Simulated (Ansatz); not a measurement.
**Tl2Te (model cell, started as antifluorite): following an unstable mode**

Which phase does Tl2Te (model cell, started as antifluorite) fall into along its unstable mode, and how much energy does it gain?

Calculated with Ansatz 0.2.0; DFT PBEsol, scalar-relativistic, plane waves, PAW.

Most raw output is cut from this account.

The structure was built from a prototype and need not be the compound's stable phase.

**1. Set-up**

Symmetry: Fm-3m, No. 225, cubic system. The conventional cell has a = 7.671 Å, b = 7.671 Å, c = 7.671 Å, α = 90.00°, β = 90.00°, γ = 90.00°. Te has 8 Tl at 3.32 Å nearest. Tl has 4 Te at 3.32 Å nearest. Farther neighbours and most contacts between anions are not listed.

**2. The dispersion**

The cell comes from relaxations at this level that are not shown. Stability and thermal properties need the whole zone. Linear response on a 2×2×2 q mesh gives force constants as far as a supercell of that size would.

Input file input.yaml:

```yaml
crystal:
  lattice:
    - [0.0, 3.8354657154, 3.8354657154]
    - [3.8354657154, 0.0, 3.8354657154]
    - [3.8354657154, 3.8354657154, 0.0]
  atoms:
    - { symbol: Te, position: [0.0, 0.0, 0.0] }
    - { symbol: Tl, position: [0.25, 0.25, 0.25] }
    - { symbol: Tl, position: [0.75, 0.75, 0.75] }
kpoints:
  mp_grid: { grid: [8, 8, 8] }
hamiltonian:
  xc: pbesol
scf:
  occupations: { method: gaussian, width: 0.01 }
output:
  eigenvalues: true
phonons:
  method: dfpt
  qmesh: [2, 2, 2]
  temperatures: { t_max: 1000, t_step: 50 }
  qpath:
    path:
      - [[0.0, 0.0, 0.0], [0.5, 0.0, 0.5], [0.625, 0.25, 0.625]]
      - [[0.375, 0.375, 0.75], [0.0, 0.0, 0.0], [0.5, 0.5, 0.5], [0.5, 0.25, 0.75], [0.5, 0.0, 0.5]]
    npoints: 10
```

The run is started by

```sh
> ansatz run input.yaml --threads 4 --pin off --max-ram 7168MiB --backend cpu --events-out ev --progress --plain --runs-dir out
```

Run time: 1.7 min. Hardware: 4 threads of Arm Neoverse V2, shared host; peak memory 1.4 GiB.

This step gave:

```yaml
gap_on_the_k_mesh: 0.1112 eV
volume_per_atom: 37.62 Å³
sum_rule_residual_before_enforcement: 3.53e-5 eV/Å²
lowest_frequency_on_the_path: -25.49 cm⁻¹
point_group: m-3m
highest_frequency_on_the_path_or_at_a_solved_wavevector: 83.6 cm⁻¹
highest_optical_mode_at_the_zone_centre_no_lo_to_term: 76.39 cm⁻¹
lowest_optical_zone_centre_mode: 56.55 cm⁻¹
lowest_mode_on_the_q_mesh_acoustic_modes_at_gamma_apart: -25.49 cm⁻¹
```

Frequencies (cm⁻¹) solved at each irreducible wavevector; negative means imaginary. Frequencies by wavevector, by row:

| q in reciprocal lattice units | star | mode 1 | mode 2 | mode 3 | mode 4 | mode 5 | mode 6 | mode 7 | mode 8 | mode 9 |
| --- | --- | --- | --- | --- | --- | --- | --- | --- | --- | --- |
| 0 0 0 | 1 | 0 | 0 | 0 | 56.5 | 56.5 | 56.5 | 76.4 | 76.4 | 76.4 |
| 0 0 -0.5 | 4 | 17.4 | 17.4 | 45.7 | 49.5 | 49.5 | 58 | 70.6 | 83.3 | 83.3 |
| 0 -0.5 -0.5 | 3 | -25.5 | -25.5 | 41.2 | 41.9 | 41.9 | 62.5 | 75.4 | 75.4 | 82.2 |

Interpolated from a 2×2×2 q mesh, without the LO-TO term. Phonon branches along the path, in cm⁻¹:

| point | branch 1 | branch 2 | branch 3 | branch 4 | branch 5 | branch 6 | branch 7 | branch 8 | branch 9 |
| --- | --- | --- | --- | --- | --- | --- | --- | --- | --- |
| Γ | 0 | 0 | 0 | 57 | 57 | 57 | 76 | 76 | 76 |
| halfway | -8 | -8 | 42 | 48 | 48 | 50 | 78 | 78 | 83 |
| X | -26 | -26 | 41 | 42 | 42 | 62 | 75 | 75 | 82 |
| halfway | -22 | -18 | 41 | 42 | 42 | 62 | 75 | 76 | 81 |
| U | -13 | 22 | 40 | 41 | 44 | 61 | 75 | 78 | 80 |
| jump to K | -13 | 22 | 40 | 41 | 44 | 61 | 75 | 78 | 80 |
| halfway | 16 | 17 | 39 | 48 | 50 | 52 | 79 | 79 | 81 |
| Γ | 0 | 0 | 0 | 57 | 57 | 57 | 76 | 76 | 76 |
| halfway | 13 | 13 | 35 | 50 | 53 | 53 | 78 | 80 | 80 |
| L | 17 | 17 | 46 | 50 | 50 | 58 | 71 | 83 | 83 |
| halfway | 11 | 28 | 42 | 44 | 47 | 59 | 73 | 81 | 81 |
| W | -16 | 35 | 35 | 40 | 44 | 61 | 77 | 77 | 77 |
| halfway | -21 | 5 | 41 | 41 | 43 | 62 | 76 | 76 | 80 |
| X | -26 | -26 | 41 | 42 | 42 | 62 | 75 | 75 | 82 |

Symmetry leaves 3 wavevectors to solve. The lowest mode among them, the acoustic zeros apart, lies at q = (0, -0.5, -0.5) and is imaginary, 25.5i cm⁻¹, so the energy falls along it.

**3. The mode frozen in, largest atomic shift 0 Å**

The mode followed lies at q = (0, -0.5, -0.5) with frequency 25.5i cm⁻¹ and is 2-fold degenerate, the softest among the wavevectors solved. At small amplitude the distorted cell has space group no. 11 by a symmetry search on the positions. The undistorted cell that holds it gives the zero of energy on the same k mesh.

System of this step: Tl2Te (model cell, started as antifluorite). Symmetry: Fm-3m, No. 225, cubic system. Conventional cell: a = 7.671 Å, b = 7.671 Å, c = 7.671 Å, α = 90.00°, β = 90.00°, γ = 90.00°. Nearest to Te lie 8 Tl at 3.32 Å. Nearest to Tl lie 4 Te at 3.32 Å. Farther neighbours and most contacts between anions are not listed.

Input file input.yaml:

```yaml
crystal:
  lattice:
    - [0.0, -3.8354657154, -3.8354657154]
    - [0.0, 3.8354657154, -3.8354657154]
    - [7.6709314308, 0.0, 0.0]
  atoms:
    - { symbol: Te, position: [0.5, 0.5, 0.5] }
    - { symbol: Te, position: [0.0, 0.0, 0.0] }
    - { symbol: Tl, position: [0.0, 0.5, 0.75] }
    - { symbol: Tl, position: [0.5, 0.0, 0.25] }
    - { symbol: Tl, position: [0.0, 0.5, 0.25] }
    - { symbol: Tl, position: [0.5, 0.0, 0.75] }
kpoints:
  mp_grid: { grid: [6, 6, 4] }
hamiltonian:
  xc: pbesol
scf:
  occupations: { method: gaussian, width: 0.01 }
output:
  forces: true
  stress: true
  eigenvalues: true
```

Elapsed: 4.3 s, on 4 threads; peak memory 0.71 GiB; 16 s of CPU time.

Numbers from this step:

```
pressure                         : 0.06075 GPa
gap on the k-mesh                : 0.1148 eV
energy from the undistorted cell : 0 meV/atom
```

The run ends at a pressure of 0.06 GPa.

**4. The mode frozen in, largest atomic shift 0.32 Å**

The atoms are moved along the unstable eigenvector, the largest shift by 0.32 Å, with the cell fixed.

input.yaml, the sections that differ from step 3:

```yaml
crystal:
  lattice:
    - [0.0, -3.8354657154, -3.8354657154]
    - [0.0, 3.8354657154, -3.8354657154]
    - [7.6709314308, 0.0, 0.0]
  atoms:
    - { symbol: Te, position: [0.4528429279, 0.4645507779, 0.5] }
    - { symbol: Te, position: [0.0471570721, 0.0354492221, 0.0] }
    - { symbol: Tl, position: [-0.0212736286, 0.515991951, 0.75] }
    - { symbol: Tl, position: [0.5212736286, -0.015991951, 0.25] }
    - { symbol: Tl, position: [-0.0212736286, 0.515991951, 0.25] }
    - { symbol: Tl, position: [0.5212736286, -0.015991951, 0.75] }
# kpoints, hamiltonian, scf, output: as in step 3
```

Wall time 7.5 s (4 threads); peak memory 0.87 GiB; 29 s of CPU time.

Numbers from this step:

| Quantity | Value |
| --- | --- |
| pressure | 0.04210 GPa |
| gap on the k-mesh | 0 eV |
| energy from the undistorted cell | -1.96 meV/atom |

The energy, extrapolated to zero smearing, is -1.96 meV/atom against the undistorted cell.

The run ends at a pressure of 0.04 GPa, with forces up to 0.029 eV/Å.

**5. Energy along the mode, all amplitudes (two of the runs are shown above)**

An imaginary frequency means negative curvature, so the energy should fall and then rise again as anharmonic terms take over.

Numbers from this step:

```yaml
depth_at_the_lowest_point_sampled: 1.96 meV/atom
largest_atomic_shift_at_that_point: 0.32 Å
```

Energy from the parent against largest atomic shift:

| largest atomic shift (Å) | energy from the parent (meV/atom) |
| --- | --- |
| 0.000 | 0 |
| 0.040 | -0.144 |
| 0.080 | -0.376 |
| 0.140 | -0.611 |
| 0.220 | -1.30 |
| 0.320 | -1.96 |
| 0.450 | 0.754 |
| 0.600 | 10.8 |

Displacement at unit largest shift by atom:

| atom | x (Å) | y (Å) | z (Å) | size |
| --- | --- | --- | --- | --- |
| Te1 | 0.000 | 0.140 | 0.990 | 1.000 |
| Te2 | 0.000 | -0.140 | -0.990 | 1.000 |
| Tl3 | 0.000 | 0.447 | 0.063 | 0.451 |
| Tl4 | 0.000 | -0.447 | -0.063 | 0.451 |
| Tl5 | 0.000 | 0.447 | 0.063 | 0.451 |
| Tl6 | 0.000 | -0.447 | -0.063 | 0.451 |

The lowest of the steps tried is at 0.32 Å, 1.96 meV/atom below the parent; the bottom of the well need not coincide with a step.

**6. Relaxation from the frozen mode**

Starting from the lowest point found, all atoms and the cell are let go, so that strain and other modes of the same symmetry can join in.

Changes to input.yaml since step 4:

```diff
@@ -22 +22,6 @@
   eigenvalues: true
+relax:
+  adjacent_minimum: "off"
+  f_tol: 0.002
+  max_steps: 120
+  cell: { stress_tol: 0.03 }
```

Elapsed: 4 min, on 4 threads; peak memory 0.92 GiB; 16 min of CPU time.

The steps of the relaxation (22 of 25):

| step | energy less that of the first step (eV) | largest force component (eV/Å) | pressure (GPa) | volume (Å³) |
| --- | --- | --- | --- | --- |
| 1 | 0.0000 | 0.0259 | 0.04 | 225.69 |
| 2 | -0.0046 | 0.0130 | 0.02 | 226.00 |
| 3 | -0.0112 | 0.0379 | -0.02 | 226.21 |
| 4 | -0.0141 | 0.0304 | -0.21 | 227.86 |
| 6 | -0.0257 | 0.0962 | -0.30 | 226.04 |
| 7 | -0.0344 | 0.0634 | 0.02 | 223.47 |
| 8 | -0.0415 | 0.0042 | 0.03 | 222.35 |
| 9 | -0.0437 | 0.0049 | 0.02 | 222.48 |
| 10 | -0.0468 | 0.0151 | -0.16 | 223.83 |
| 11 | -0.0489 | 0.0189 | 0.00 | 222.27 |
| 12 | -0.0521 | 0.0155 | -0.01 | 221.76 |
| 14 | -0.0456 | 0.1005 | 0.24 | 216.65 |
| 15 | -0.0656 | 0.0163 | 0.02 | 218.59 |
| 16 | -0.0662 | 0.0071 | -0.03 | 218.51 |
| 17 | -0.0663 | 0.0011 | 0.02 | 218.33 |
| 18 | -0.0663 | 0.0007 | 0.00 | 218.39 |
| 19* | -0.0719 | 0.0005 | 0.05 | 218.39 |
| 20 | -0.0738 | 0.0016 | 0.02 | 218.34 |
| 22 | -0.0745 | 0.0097 | 0.02 | 218.55 |
| 23 | -0.0747 | 0.0004 | 0.00 | 218.32 |
| 24 | -0.0747 | 0.0008 | 0.00 | 218.36 |
| 25* | -0.0747 | 0.0008 | 0.00 | 218.36 |

Relaxation steps marked * repeat the geometry before them on a plane-wave basis chosen anew for their cell, so energy and pressure can jump there. Other such steps can lie between the rows shown. Relaxation steps 14, 22 were tried and not accepted.

The run keeps the 4 symmetry operations that it works with, so distortions that break them were not tested.

| cell as run | before | after | change |
| --- | --- | --- | --- |
| a (Å) | 5.424 | 6.353 | +17.1 % |
| b (Å) | 5.424 | 4.492 | -17.2 % |
| c (Å) | 7.671 | 7.651 | -0.3 % |
| volume (Å³/atom) | 37.62 | 36.39 | -3.2 % |

The atoms that moved most (Å, as changes of fractional coordinates times the final cell):

| atom | dx | dy | dz | length |
| --- | --- | --- | --- | --- |
| Te1 | 0.000 | 0.451 | 0.225 | 0.504 |
| Te2 | 0.000 | -0.451 | -0.225 | 0.504 |
| Tl5 | 0.121 | 0.029 | 0.130 | 0.180 |
| Tl4 | -0.121 | -0.029 | -0.130 | 0.180 |
| Tl6 | 0.121 | -0.029 | -0.130 | 0.180 |
| Tl3 | -0.121 | 0.029 | 0.130 | 0.180 |

The relaxed structure:

```xyz
6
Lattice="0.0000 -4.4924 -4.4922 0.0000 3.1767 -3.1764 7.6509 0.0000 0.0000" Properties=species:S:1:pos:R:3 pbc="T T T"
Te    3.8254   -0.1081   -3.2848
Te    0.0000   -0.5498   -0.5496
Tl    5.6167    1.7633   -1.4133
Tl    1.7913   -2.4212   -2.4211
Tl    2.0341    1.7633   -1.4133
Tl    5.8596   -2.4212   -2.4211
```

Numbers from this step:

```
pressure        : -0.002046 GPa
volume per atom : 36.39 Å³
```

The distorted start has space group P2_1/m; the relaxation ends in Pmmn.

**7. The new phase in its own primitive cell**

The relaxed structure is symmetrised, reduced to its primitive cell and relaxed tightly, as its phonons need.

Input file input.yaml:

```yaml
crystal:
  lattice:
    - [4.4923257381, 0.0, 0.0]
    - [0.0, 7.6508510624, 0.0]
    - [0.0, 0.0, 6.3530991176]
  atoms:
    - { symbol: Te, position: [0.0, 0.5, 0.1276424303] }
    - { symbol: Te, position: [0.5, 0.0, 0.8723575697] }
    - { symbol: Tl, position: [0.0, 0.2658715541, 0.7110547465] }
    - { symbol: Tl, position: [0.5, 0.7658715541, 0.2889452535] }
    - { symbol: Tl, position: [0.0, 0.7341284459, 0.7110547465] }
    - { symbol: Tl, position: [0.5, 0.2341284459, 0.2889452535] }
kpoints:
  mp_grid: { grid: [8, 4, 6] }
hamiltonian:
  xc: pbesol
scf:
  occupations: { method: gaussian, width: 0.01 }
output:
  forces: true
  stress: true
  eigenvalues: true
relax:
  adjacent_minimum: "off"
  f_tol: 0.001
  max_steps: 60
  cell: { stress_tol: 0.01 }
```

The job ended after 62 s (4 threads; peak memory 0.89 GiB).

The steps of the relaxation:

| step | energy less that of the first step (eV) | largest force component (eV/Å) | pressure (GPa) | volume (Å³) |
| --- | --- | --- | --- | --- |
| 1 | 0.0000 | 0.0024 | 0.01 | 218.36 |
| 2 | 0.0000 | 0.0020 | 0.00 | 218.44 |
| 3 | 0.0000 | 0.0012 | 0.00 | 218.55 |
| 4 | -0.0001 | 0.0010 | 0.00 | 218.47 |
| 5 | -0.0001 | 0.0004 | 0.00 | 218.44 |
| 6 | -0.0001 | 0.0002 | 0.00 | 218.43 |
| 7* | -0.0001 | 0.0002 | 0.00 | 218.43 |

Relaxation steps marked * repeat the geometry before them on a plane-wave basis chosen anew for their cell, so energy and pressure can jump there.

Forces are held to the 8 operations that the run works with; a distortion that breaks them can't arise in this run.

| conventional cell, symmetrised | before | after | change |
| --- | --- | --- | --- |
| a (Å) | 4.492 | 4.482 | -0.2 % |
| b (Å) | 7.651 | 7.650 | -0.0 % |
| c (Å) | 6.353 | 6.371 | +0.3 % |
| volume (Å³/atom) | 36.39 | 36.40 | +0.0 % |

Numbers from this step:

* pressure: 4.40e-4 GPa
* volume per atom: 36.40 Å³

The largest force component left is 0.18 meV/Å and the pressure is 0.000 GPa, within the tolerances set. The cell now holds 36.40 Å³/atom.

**8. Modes of the new phase, k-mesh 8×4×6**

A relaxed structure may still be a saddle point, so its zone-centre modes are computed. No field response is asked, since the mesh shows no gap.

Input file input.yaml:

```yaml
crystal:
  lattice:
    - [4.4817267251, 0.0, 0.0]
    - [0.0, 7.6504958525, 0.0]
    - [0.0, 0.0, 6.3705465303]
  atoms:
    - { symbol: Te, position: [0.0, 0.5, 0.1274939752] }
    - { symbol: Te, position: [0.5, 0.0, 0.8725060248] }
    - { symbol: Tl, position: [0.0, 0.2661941799, 0.7113537599] }
    - { symbol: Tl, position: [0.5, 0.7661941799, 0.2886462401] }
    - { symbol: Tl, position: [0.0, 0.7338058201, 0.7113537599] }
    - { symbol: Tl, position: [0.5, 0.2338058201, 0.2886462401] }
kpoints:
  mp_grid: { grid: [8, 4, 6] }
hamiltonian:
  xc: pbesol
scf:
  occupations: { method: gaussian, width: 0.01 }
output:
  eigenvalues: true
phonons:
  method: dfpt
```

It took 2.1 min on 4 threads; peak memory 2.5 GiB.

Numbers from this step:

```
sum-rule residual before enforcement                    : 8.01e-5 eV/Å²
point group                                             : mmm
highest optical mode at the zone centre (no LO-TO term) : 108.2 cm⁻¹
lowest optical zone-centre mode                         : 27.16 cm⁻¹
```

Without the LO-TO term. Patterns of degenerate modes are one choice out of their space. The modes at Γ (shares of kinetic energy by element, %):

| mode | frequency (cm⁻¹) | symmetry | Te % | Tl % |
| --- | --- | --- | --- | --- |
| 1 | 0.0 | acoustic | 24 | 76 |
| 2 | 0.0 | acoustic | 24 | 76 |
| 3 | 0.0 | acoustic | 24 | 76 |
| 4 | 27.2 | Ag | 39 | 61 |
| 5 | 30.8 | B3g | 10 | 90 |
| 6 | 32.4 | B2g | 27 | 73 |
| 7 | 37.3 | B2u | 0 | 100 |
| 8 | 39.3 | Au | 0 | 100 |
| 9 | 50.5 | B1g | 0 | 100 |
| 10 | 52.0 | B3g | 10 | 90 |
| 11 | 65.8 | Ag | 0 | 100 |
| 12 | 66.5 | B1u | 0 | 100 |
| 13 | 80.3 | B3u | 76 | 24 |
| 14 | 82.6 | B2u | 76 | 24 |
| 15 | 84.8 | B2g | 73 | 27 |
| 16 | 85.1 | B1u | 76 | 24 |
| 17 | 88.2 | Ag | 61 | 39 |
| 18 | 108.2 | B3g | 80 | 20 |

Displacements in mode 4 (27.2 cm⁻¹), the largest set to 1:
```
Te1  0.00  0.00 -1.00
Te2  0.00  0.00  1.00
Tl3  0.00 -0.62 -0.33
Tl4  0.00 -0.62  0.33
Tl5  0.00  0.62 -0.33
Tl6  0.00  0.62  0.33
```

Displacements in mode 10 (52.0 cm⁻¹), the largest set to 1:
```
Te1  0.00 -0.68  0.00
Te2  0.00  0.68  0.00
Tl3  0.00 -0.56 -1.00
Tl4  0.00  0.56 -1.00
Tl5  0.00 -0.56  1.00
Tl6  0.00  0.56  1.00
```

Before it was imposed, the acoustic sum rule was missed by 8.0e-5 eV/Å². Small misses are needed for a sound result but don't prove that mesh and cutoff are converged. The lowest optical mode is real, 27.2 cm⁻¹.

**9. The phases reached**

The phases reached along the modes that were followed are set side by side.

Energies are those of the first relaxation, on the mesh of the frozen mode; space group, volume and gap are those of the last relaxation. Phases, by row:

| mode frozen in | space group | energy from parent (meV/atom) | volume (Å³/atom) | gap on mesh (eV) | lowest zone-centre optical mode (cm⁻¹) | largest shift (Å) |
| --- | --- | --- | --- | --- | --- | --- |
| parent | Fm-3m | 0 | 37.62 | 0.111 | – | – |
| q = (0, -0.5, -0.5), 25i cm⁻¹ | Pmmn | -14.41 | 36.41 | 0 | 27.2 | 0.778 |
| q = (0, -0.5, -0.5), 25i cm⁻¹ | Cmcm | -3.91 | 37.73 | 0 | 2.8 | 0.313 |
| q = (0, -0.5, -0.5), 25i cm⁻¹ | Pmmn | -14.41 | 36.4 | 0 | 27.2 | 0.777 |

**10. Summary of results**

```
unstable mode of the parent                                                      : q = (0, -0.5, -0.5), 26i cm⁻¹
depth at the lowest point sampled                                                : 1.96 meV/atom
largest atomic shift at that point                                               : 0.32 Å
space group reached (within 0.01 Å)                                              : Pmmn
energy gained over the parent (first relaxation, on the mesh of the frozen mode) : 14.4 meV/atom
volume per atom, phase reached                                                   : 36.4 Å³
lowest optical zone-centre mode, phase reached                                   : 27.2 cm⁻¹
highest optical mode at the zone centre (no LO-TO term), phase reached           : 108 cm⁻¹
```

Along this mode the structure falls into Pmmn, 14.4 meV/atom below the parent. At the parent's cell the well is 1.96 meV/atom deep on the steps tried, with its lowest point at a shift of 0.32 Å. Relaxing atoms and cell changes the gain by +12.45 meV/atom against the lowest step (energies at zero smearing). Most of the total comes from this relaxation. The new phase has no imaginary mode at the zone centre of its cell; other wavevectors were not checked. Of the 3 patterns followed to their end from this parent, this one reaches the lowest energy. Each path keeps the symmetry of its pattern, so a lower phase may lie along a pattern not tried. With no gap, or one that is small against the smearing, the frequencies hang on the k mesh and the smearing, most of all near Kohn anomalies. Where the field response was not run the interpolation lacks the dipole term, so the LO-TO splitting is missing from branches, density of states and sums. Spin-orbit coupling is left out, which can matter for the heavy elements here. A phonon run warned that its eigensolver left some bands unconverged in a pass. The starting cell was built on a prototype and not taken from a measurement, so the phase need not exist.

[Logs are printed without paths, hosts, clocks, repeated set-up lines and the standing remarks that a program may print on its own settings, such as how far it seeks lower states.]

[Hosts, paths, dates, database ids (printed as entryN), source tags and the programs' standing remarks are cut or masked in the printed files.]
